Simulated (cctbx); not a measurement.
# Fe4Bi across an absorption edge

Space group I4/mmm (no. 139), a = 3.8590 Å, b = 3.8590 Å, c = 10.5610 Å, α = 90.00°, β = 90.00°, γ = 90.00°.

| atom | mult. | x | y | z | Ueq (Å²) |
| --- | --- | --- | --- | --- | --- |
| Bi1 | 2 | 0 | 0 | 0 | 0.0050 |
| Fe1 | 4 | 1/2 | 1/2 | 0.1082 | 0.0132 |
| Fe2 | 4 | 0 | 1/2 | 1/4 | 0.0173 |

This is a model crystal, built by substitution and not relaxed, with assumed displacement parameters.

Calculated with cctbx: free-atom f′ and f″ from the Sasaki tables, no fine structure; amplitudes in electrons.

```csv
E (eV),F 2 1 3,F 1 1 2,F 2 1 1,F 2 2 2
12819,125.9,211.2,54.8,52.9
13169,122.6,207.9,51.5,49.7
13299,120.0,205.3,48.8,47.1
13359,117.5,202.7,46.3,44.6
13389,114.9,200.1,43.7,42.1
13404,112.4,197.5,41.2,39.6
13411,110.2,195.2,38.9,37.4
13415,107.7,192.7,36.5,35.1
13423,108.6,193.0,38.7,37.4
13427,111.4,196.0,41.4,40.0
13434,113.8,198.5,43.7,42.2
13449,116.5,201.2,46.2,44.7
13479,119.1,203.9,48.7,47.1
13569,122.5,207.5,52.0,50.3
13819,126.0,211.1,55.4,53.6
```

**Question.** Which edge is crossed, and why do the reflections move as they do?

The L3 edge of Bi. The edge is at 13419 eV. f′ of Bi falls from -12.2 e at 13299 eV to -18.6 e at 4 eV below it, and f″ steps from 3.96 to 10.11 e across it. Over that approach |F| changes by -10 % (2 1 3), -6 % (1 1 2), -25 % (2 1 1) and -25 % (2 2 2): a reflection falls where Bi scatters in phase with the total and rises where it scatters against it; it hardly moves where the Bi term is small or cancels by symmetry. Above the edge the larger f″ enters the imaginary part, where it can add to or cancel the other atoms' f″. The structure is centrosymmetric, so Friedel mates stay equal.

[Logs are printed without paths, hosts, clocks, repeated set-up lines and the standing remarks that a program may print on its own settings, such as how far it seeks lower states.]
